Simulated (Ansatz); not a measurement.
# Lattice dynamics of ZrSeS monolayer, Janus, part 3 of 4

Wanted: phonon frequencies of ZrSeS monolayer, Janus and what follows from them.

Ansatz 0.2.0; DFT PBEsol, scalar-relativistic, plane waves, PAW; PAW set soft_1.

So far. Step 5 (Relaxing to small forces for the phonons): The largest force component left is 0.099 meV/Å, within the tolerances set. Step 6 (Linear response at the zone centre): Before it was imposed, the acoustic sum rule was missed by 4.8e-5 eV/Å² and the charge sum rule by 9.2e-4 e. Small misses are needed for a sound result but don't prove that mesh and cutoff are converged. The lowest optical mode is real, 117 cm⁻¹.

## Step 7: Phonons on a q mesh

Stability and thermal properties need the whole zone. Linear response on a 6×6×1 q mesh gives force constants as far as a supercell of that size would, and the tensors from the zone-centre run are typed in so that the long-range dipole term is interpolated apart.

input.yaml reads:

```yaml
crystal:
  lattice:
    - [3.6853340602, 0.0, 0.0]
    - [-1.8426670301, 3.1915929175, 0.0]
    - [0.0, 0.0, 30.0]
  atoms:
    - { symbol: Zr, position: [0.0, 0.0, 0.3349282249] }
    - { symbol: S, position: [0.3333333333, 0.6666666667, 0.3812583973] }
    - { symbol: Se, position: [0.6666666667, 0.3333333333, 0.2804800446] }
  periodic: [true, true, false]
kpoints:
  mp_grid: { grid: [12, 12, 1] }
hamiltonian:
  xc: pbesol
  pseudopotentials: { kind: paw, azcp: { folder: soft_1 }, xc_functional: pbe }
scf:
  occupations: { method: fixed }
output:
  eigenvalues: true
phonons:
  method: dfpt
  qmesh: [6, 6, 1]
  temperatures: { t_max: 1000, t_step: 50 }
  qpath:
    path:
      - [0.0, 0.0, 0.0]
      - [0.5, 0.0, 0.0]
      - [0.33333333, 0.33333333, 0.0]
      - [0.0, 0.0, 0.0]
    npoints: 10
  isolated: true
  non_analytic_term:
    high_frequency_dielectric_tensor: [[3.7982, 0.0, 0.0], [0.0, 3.7982, 0.0], [0.0, 0.0, 1.1658]]
    born_effective_charges:
      - { species: Zr, tensor: [[7.3398, 0.0, 0.0], [0.0, 7.3398, 0.0], [0.0, 0.0, 0.3391]] }
      - { species: S, tensor: [[-3.7804, 0.0, 0.0], [0.0, -3.7804, 0.0], [0.0, 0.0, -0.2003]] }
      - { species: Se, tensor: [[-3.5595, 0.0, 0.0], [0.0, -3.5595, 0.0], [0.0, 0.0, -0.1388]] }
    source: "zone-centre run at this cell"
```

Started as:

```console
$ ansatz run input.yaml --threads 4 --pin off --max-ram 16384MiB --backend cpu --events-out ev --progress --plain --runs-dir out
```

Numbers of over 12 decimals in the logs are rounded to 6 here.

Output:

```text
Warning: phonons: the dynamical matrix that this run interpolates holds no multipole term above the dipole-dipole one, and a site of this crystal is no centre of inversion, so its interpolated transverse optical and acoustic branches and sound speeds can stay off near Gamma, and the density of states and the thermodynamics with them. What a run solves at a wave vector of phonons.qpoints, Gamma apart, where the deck admits one, is free of this, and under fd what a larger phonons.supercell samples
[...]
Crystal: 3 atoms, lattice volume = 352.863 Å³
Basis set: ecut = 420 eV, 6905 PW (Γ), exchange–correlation on 50×50×432 points (8 copies of the dense FFT grid, shifted against one another)
Bands: 21, of which v1, the nominal top of the filled ones, is band 17 counted from 1 (16 counted from 0)
Symmetry: 6 space group operations
k-points: 19 of 144 (time reversal used)
[...]
SCF iter   1: F=—  HF=-10442.752597 eV  |F-HF|=—  |Δ(HF+E_count)|=         —  Δρ=1.92e-2  dr2=2.04e0  ethr=3.10e-3  ⟨swp⟩=7.4  Hψ=2347  notcnv=0  defer=36
[...]
SCF iter  15: F=-10442.102362 eV  HF=-10442.102362 eV  |F-HF|=9.28e-11  |Δ(HF+E_count)|=  3.64e-12  Δρ=1.80e-8  dr2=5.67e-12  ethr=1.00e-12  ⟨swp⟩=6.9  Hψ=2168  notcnv=0
SCF 1 converged in 15 iterations: F = -10442.102362 eV  dr2 = 5.67e-12
[...]
NSCF: frozen V_eff on 19 k-points
[...]
DFPT response loops at q = (0, 0, 0) (fractional): preconditioner auto → none (the input reference at scf.mixing.eps_inf says where Resta's filter doesn't serve); β = 0.50; Broyden in place of MSR1
[...]
SCF converged after 15 iterations
Free energy (F): -10442.102362 eV
[...]
Internal energy: -10442.102362 eV  (E = F + TS)
E sigma→0 (E₀):  -10442.102362 eV
Fermi energy:    -5.784075 eV
[...]
--- Band table (eV; the first three rows and the last of 19) ---
  k-point 0: bands = [... 13 lower, -8.7145, -7.0440, -5.7841, -5.7841, -4.5881, -4.5881, -3.8033, -0.9779]
  k-point 1: bands = [... 13 lower, -8.6771, -6.8826, -6.3420, -6.0402, -4.5059, -4.2941, -3.6568, -1.4260]
  k-point 2: bands = [... 13 lower, -8.5889, -7.4276, -6.5780, -6.4451, -4.6090, -3.7939, -3.3662, -1.8407]
  k-point 18: bands = [... 13 lower, -9.2858, -8.0902, -7.8777, -7.8117, -3.8111, -3.2924, -3.0386, -1.0919]
--- Phonons (Γ-DFPT): 6 representative perturbations + reference (Σ response iterations 27) ---
  ASR residual: 1.092e-5 → 0.000e0 eV/Å²; symmetrization residual: 3.593e-6 eV/Å²
  ASR residual per site (eV/Å²): 3.16e-6 1.09e-5 6.57e-7
  Γ frequencies (cm⁻¹): 0.00 0.00 0.00 116.59 116.59 223.06 223.06 227.61 319.45
--- Phonons (arbitrary-q DFPT): 7 irreducible q on the 6×6×1 mesh ---
  q = [0.0000, 0.0000, 0.0000] (star 1, of the zone-centre solve; hermiticity 4.75e-7, symmetrization 5.48e-12): -0.00 0.00 0.00 116.59 116.59 223.06 223.06 227.61 319.45
  q = [0.0000, 0.1667, 0.0000] (star 6, 9 solved perturbations on 78 of 144 k-point pairs; hermiticity 5.78e-7, symmetrization 5.32e-10): 17.83 50.66 82.43 123.71 179.56 220.54 223.04 294.04 309.54
[...]
q = [0.1667, 0.1667, 0.0000] (star 6, 6 solved perturbations in 666 linear systems a pass and spin channel, the states on 144 of 144 k-point pairs; hermiticity 7.42e-7, symmetrization 2.39e-10): 41.72 83.53 124.07 142.40 189.24 206.72 235.35 284.22 304.93
[...]
sum rule: each row above includes the acoustic sum rule's correction from the zone centre's row sums; it moved no ω² by more than (0.30 cm⁻¹)²
  mesh force constants: q→R imaginary residual 2.40e-18; ASR residual 1.092e-5 → 0.000e0 eV/Å²; symmetrization residual 8.882e-15 eV/Å²
  interpolated dispersion: 31 rows × 9 modes
  density of states and harmonic sums: on the 24×24×1 q-mesh, interpolated from the force constants of a 6×6×1 supercell (with the dipole–dipole term of supplied tensors)
  largest difference from the sums on the solved wave vectors: F 2.59e-2 eV, S 3.27e-5 and C_V 6.72e-6 eV/K
  zero-point energy: 0.100137 eV/cell   skipped modes (ω ≤ 0): 3   left out of the sums: 5.79e-4 of the cell's modes: C_V's classical limit lies that fraction below 3 k_B per atom; for a crystal, a wire or a layer, F and S can be off by more, and a phonons.interpolated_qmesh denser along its periods is the remedy for the sampling
```

The job ended after 20 min (4 threads of Arm Neoverse V1, shared host; peak memory 2.8 GiB; 79 min of CPU time).

This step gave:

```yaml
sum_rule_residual_before_enforcement: 1.09e-5 eV/Å²
lowest_frequency_on_the_path: 0 cm⁻¹
highest_frequency_on_the_path_or_at_a_solved_wavevector: 319.5 cm⁻¹
mean_frequency: 179.7 cm⁻¹
lowest_mode_on_the_q_mesh_acoustic_modes_at_gamma_apart: 17.83 cm⁻¹
zero_point_energy_per_atom: 33.38 meV
heat_capacity_at_300_k: 23.18 J/(mol atoms K)
vibrational_entropy_at_300_k: 33.56 J/(mol atoms K)
```

Frequencies (cm⁻¹) solved at each irreducible wavevector; negative means imaginary. Frequencies by wavevector, by row:

```
q in reciprocal lattice units  star  mode 1  mode 2  mode 3  mode 4  mode 5  mode 6  mode 7  mode 8  mode 9
                        0 0 0     1       0       0       0   116.6   116.6   223.1   223.1   227.6   319.4
                   0 0.1667 0     6    17.8    50.7    82.4   123.7   179.6   220.5     223     294   309.5
                   0 0.3333 0     6    50.9    86.5   121.4   135.2   185.6   212.7   223.1   278.8   307.9
                     0 -0.5 0     3    60.9    97.8   117.7   147.1   176.7   217.1     223   284.9   300.1
              0.1667 0.1667 0     6    41.7    83.5   124.1   142.4   189.2   206.7   235.3   284.2   304.9
              0.1667 0.3333 0    12    57.4   116.5   143.3     154   180.2   208.1   243.6   280.5   297.6
              0.3333 0.3333 0     2    57.5   141.5   142.8   172.2   176.9   201.4     255   281.8   287.9
```

Interpolated from a 6×6×1 q mesh, with the LO-TO term (at Γ the limit along the path; where Γ stands inside the path, tables give the limit on arrival). The phonon branches at the labelled points (cm⁻¹):

```
  point  branch 1  branch 2  branch 3  branch 4  branch 5  branch 6  branch 7  branch 8  branch 9
      Γ         0         0         0       117       117       223       223       228       320
halfway        33        70       113       124       186       214       224       287       311
      M        61        98       118       147       177       217       223       285       300
halfway        58       122       144       156       177       210       243       282       294
      K        58       142       143       172       177       201       255       282       288
halfway        42        84       124       142       189       207       235       284       305
      Γ         0         0         0       117       117       223       223       228       320
```

The phonon branches as a text plot (rows in cm⁻¹):

```
    313 |***************                              ***********
    300 |     **        ************         *********
    286 | ****  ******  ****************************************
    273 |             **
    260 |                             *******
    246 |                          ***       *******
    233 |***                   ****                 *******  ****
    220 |*************************                       ********
    206 |           **            ***********************
    193 |           **                            ****
    180 |   ********  ****************************    *******
    166 | **                        ***********              ***
    153 |                 **********           *****
    140 |             ****        ***********************
    126 |   ************       *** ***       **     **   ****
    113 |***      **    ******* ***            ***           ****
    100 |       **      ********                  **  ***
     87 |           ****                            **   **
     73 |     **  **                                  ***
     60 |   **  **    ****************************       ****
     47 |     **    **                            ****
     33 | ****    **                                  ***  *****
     20 | **  ****                                       **  ***
      7 |*****                                             ******
         Γ                   M           K                      Γ
```

Tetrahedra on a 24×24×1 mesh, mean over bins of 5 cm-1. Interpolated from a 6×6×1 q mesh. Table of phonon density of states by wavenumber; read off at these points:

```
wavenumber (cm⁻¹)  phonon density of states (1/cm⁻¹/cell)
                2                                 0.00269
               18                                  0.0104
               32                                  0.0114
               48                                  0.0190
               58                                   0.094
               62                                  0.0179
               78                                  0.0116
               92                                   0.017
              108                                  0.0191
              122                                  0.0536
              138                                  0.0414
              152                                  0.0187
              172                                 0.00633
              178                                  0.0764
              188                                  0.0587
              202                                  0.0257
              212                                  0.0645
              218                                  0.0279
              232                                  0.0268
              248                                  0.0178
              262                                  1.3e-4
              278                                  0.0355
              282                                   0.113
              292                                  0.0513
              308                                  0.0632
              322                                       0
```

The partial phonon density of states has structure finer than the step of the table below, so its rows give means over 10 cm⁻¹, whole bins alone (the curve runs from -12.5 to 339 cm⁻¹). Peaks (cm⁻¹: height): S 226.3: 0.0502, 281.5: 0.0773, 299.2: 0.0358; Se 58.2: 0.0185, 100.2: 0.00931, 126.8: 0.0389, 144.5: 0.0468, 179.8: 0.0434, 210.8: 0.0224; Zr 58.2: 0.0450, 98.0: 0.0189, 126.8: 0.0176, 144.5: 0.0163, 179.8: 0.0183, 210.8: 0.0198, 299.2: 0.0209.

Phonopy on the run's constants, 17x17x1 mesh, Gaussian sigma 2.5 cm-1. Interpolated from a 6×6×1 q mesh. Table of partial phonon density of states by wavenumber; means over each step; values in 1/cm⁻¹/cell:

```
wavenumber (cm⁻¹)        S       Se       Zr
                0   5.9e-4  0.00147  0.00169
               10   7.9e-4  0.00201  0.00226
               20  0.00121  0.00312  0.00358
               30  0.00169  0.00449  0.00536
               40  0.00190  0.00528  0.00699
               50  0.00348   0.0104   0.0186
               60  0.00418   0.0135   0.0310
               70   8.3e-4  0.00249  0.00468
               80  0.00128  0.00406  0.00689
               90  0.00125  0.00433  0.00994
              100  0.00172  0.00666   0.0155
              110  0.00129  0.00760   0.0103
              120  0.00150   0.0267   0.0145
              130  0.00130   0.0293   0.0138
              140  0.00171   0.0381   0.0146
              150  0.00230   0.0254   0.0108
              160  0.00216  0.00741  0.00633
              170  0.00170  0.00720  0.00487
              180  0.00428   0.0358   0.0159
              190  0.00543   0.0156   0.0103
              200  0.00586  0.00543  0.00628
              210   0.0180   0.0199   0.0184
              220   0.0258   0.0118  0.00793
              230   0.0328  0.00539  0.00493
              240   0.0160  0.00144  0.00341
              250   0.0125   9.8e-4  0.00375
              260  0.00317   1.4e-4  0.00108
              270  0.00357   8.1e-5   7.4e-4
              280   0.0554  0.00186  0.00515
              290   0.0299   6.9e-4  0.00894
              300   0.0308   6.6e-4   0.0173
              310   0.0209   5.1e-4   0.0112
              320  0.00495   1.4e-4  0.00271
              330   1.7e-5   4.0e-7   9.8e-6
```

Harmonic thermodynamic functions per atom, from the density of states. Interpolated from a 6×6×1 q mesh. Thermodynamic functions, by row:

```
T (K)  F_vib (meV/atom)  S (J/mol-atom/K)  C_V (J/mol-atom/K)
    0             33.38                 0                   0
  100             28.34             11.75               14.78
  200              9.18              24.5                21.3
  300            -21.16             33.56               23.18
  400            -59.61             40.35               23.92
  500            -104.3             45.73               24.27
  600            -154.1             50.17               24.47
  700            -208.1             53.95               24.59
  800            -265.7             57.24               24.67
  900            -326.6             60.15               24.72
 1000            -390.3             62.76               24.76
```

Symmetry leaves 7 wavevectors to solve. The lowest mode among them, the acoustic zeros apart, lies at q = (0, 0.167, 0) and is real, 17.8 cm⁻¹.

## Step 8: Isotope substitution, element S, natural mass 32.06 amu

An isotope changes the mass and not the force constants, so no new electronic calculation is needed; the shifts show which modes move this element.

The same force constants with the mass of S changed from 32.060 to 33.968 u (phonopy, no LO-TO term). Both lists are sorted by frequency; levels can cross, so a row need not hold one and the same mode. Modes under 3 cm⁻¹ are left out. Isotope shifts, by row:

```
         q  rank  natural mass (cm⁻¹)  changed mass (cm⁻¹)
     0 0 0     4                116.6                116.6
     0 0 0     5                116.6                116.6
     0 0 0     6                223.1                217.7
     0 0 0     7                223.1                217.7
     0 0 0     8                227.6                226.3
     0 0 0     9                319.4                313.6
0 0.1667 0     1                17.83                17.75
0 0.1667 0     2                50.66                50.47
0 0.1667 0     3                82.44                82.11
0 0.1667 0     4                123.7                123.7
0 0.1667 0     5                179.6                178.3
0 0.1667 0     6                220.5                217.5
0 0.1667 0     7                  223                219.7
0 0.1667 0     8                  294                288.5
0 0.1667 0     9                309.5                303.6
0 0.3333 0     1                50.92                50.74
0 0.3333 0     2                86.54                86.36
0 0.3333 0     3                121.4                121.4
0 0.3333 0     4                135.2                134.9
0 0.3333 0     5                185.6                185.1
0 0.3333 0     6                212.7                211.3
0 0.3333 0     7                223.1                217.3
0 0.3333 0     8                278.8                271.8
0 0.3333 0     9                307.9                302.6
  0 -0.5 0     1                60.85                60.72
  0 -0.5 0     2                97.77                97.71
  0 -0.5 0     3                117.7                117.6
  0 -0.5 0     4                147.1                146.8
  0 -0.5 0     5                176.7                176.6
  0 -0.5 0     6                217.1                214.6
  0 -0.5 0     7                  223                  217
  0 -0.5 0     8                284.9                277.4
  0 -0.5 0     9                300.1                295.7
```

A mode of this element alone would shift by -2.85 %. The highest zone-centre frequency without the field goes from 319.4 to 313.6 cm⁻¹ (-1.8 %). The product of the frequency ratios over all optical modes at Γ is 0.930; the product rule, (m/m′)^(3k/2) (M′/M)^(3/2) with k = 1 such atoms and M the mass of the cell, gives 0.930.

## Step 9: Isotope substitution, element Se, natural mass 78.971 amu

The same for Se, from 78.97 to 81.92 u.

[end of part 3 of 4]

[Logs are printed without paths, hosts, clocks, repeated set-up lines and the standing remarks that a program may print on its own settings, such as how far it seeks lower states.]

[Hosts, paths, dates, database ids (printed as entryN), source tags and the programs' standing remarks are cut or masked in the printed files.]
